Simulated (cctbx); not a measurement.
## Accept or mend?

Cell a = 13.2920 Å, b = 7.4960 Å, c = 6.5920 Å, α = 90.00°, β = 105.57°, γ = 90.00°; space group C2/c (no. 15). The compound is Li2Sn2S3.

The data are simulated with cctbx, not measured: Mo Kα, λ = 0.71073 Å, to d = 0.75 Å, 95 % of the full sphere, strongest reflection 5000 counts, noise from counting, a 6 % proportional error and a noise floor of 4 counts (s.d.); no absorption, and some extinction, which the refinements don't model.

An anisotropic refinement with weights 1/σ² prints:

```text
Rint 0.057, 786 unique reflections to 0.75 A
cycle     R1     wR2    GooF  max shift (A)
   1  0.0444  0.1175   1.965   0.04008
   4  0.0230  0.0568   0.951   0.00022
final R1 0.0230 wR2 0.0568 GooF 0.951  parameters 32  data/parameter 24.6
atom        x        y        z      Ueq    occ   su(xyz)  su(Uiso or U11)
Sn1    0.88049  0.62650  0.05250   0.0139  1.000  0.00004  0.0002
S1     0.00000  0.59006  0.75000   0.0178  1.000  0.00023  0.0008
S2     0.77520  0.41943  0.80874   0.0204  1.000  0.00021  0.0006
Li1    0.88035  0.10375  0.97436   0.0410  1.000  0.00195  0.0063
difference map: max 0.81 min -0.89 rms 0.23
Q1    0.0795  0.4281  0.6947    8    0.82  1.66 A from Sn1
Q2    0.0050  0.2977  0.6360    8    0.79  1.70 A from Sn1
Q3    0.2262  0.2452  0.0324    8    0.76  1.68 A from Sn1
Q4    0.1270  0.3373  0.6733    8    0.74  1.41 A from S2
Q5    0.2473  0.0053  0.2713    8    0.73  0.68 A from S2
Q6    0.2568  0.0219  0.9694    8    0.69  1.38 A from S2
```

**Question.** Can this result stand? If not, what is the likely fault?

It can stand. The set-up had a fault (anomalous dispersion left out), but the figures of merit move little: R1 = 0.0230, wR2 = 0.0568, GooF = 0.95 against R1 = 0.0230, wR2 = 0.0565, GooF = 0.94 for the right model.

The compound is Li2Sn2S3. The right model at the same level gives:

```text
Rint 0.057, 786 unique reflections to 0.75 A
cycle     R1     wR2    GooF  max shift (A)
   1  0.0436  0.1139   1.904   0.03502
   4  0.0230  0.0565   0.945   0.00017
final R1 0.0230 wR2 0.0565 GooF 0.945  parameters 32  data/parameter 24.6
atom        x        y        z      Ueq    occ   su(xyz)  su(Uiso or U11)
Sn1    0.88049  0.62650  0.05249   0.0133  1.000  0.00004  0.0002
S1     0.00000  0.59013  0.75000   0.0194  1.000  0.00022  0.0008
S2     0.77519  0.41938  0.80877   0.0221  1.000  0.00021  0.0006
Li1    0.87993  0.10427  0.97346   0.0425  1.000  0.00194  0.0064
difference map: max 0.81 min -0.86 rms 0.23
Q1    0.0803  0.4276  0.6951    8    0.82  1.66 A from Sn1
Q2    0.0050  0.2976  0.6358    8    0.78  1.70 A from Sn1
Q3    0.2264  0.2452  0.0334    8    0.75  1.68 A from Sn1
Q4    0.1270  0.3371  0.6728    8    0.70  1.41 A from S2
Q5    0.0832  0.5090  0.2945    8    0.66  1.30 A from S1
Q6    0.1567  0.4790  0.3367    8    0.66  1.48 A from Sn1
```

The model is made up (kin elements in a known structure type, no relaxation), so it says nothing on whether the phase exists.

[Middle refinement cycles are left out of these outputs.]

[Logs are printed without paths, hosts, clocks, repeated set-up lines and the standing remarks that a program may print on its own settings, such as how far it seeks lower states.]
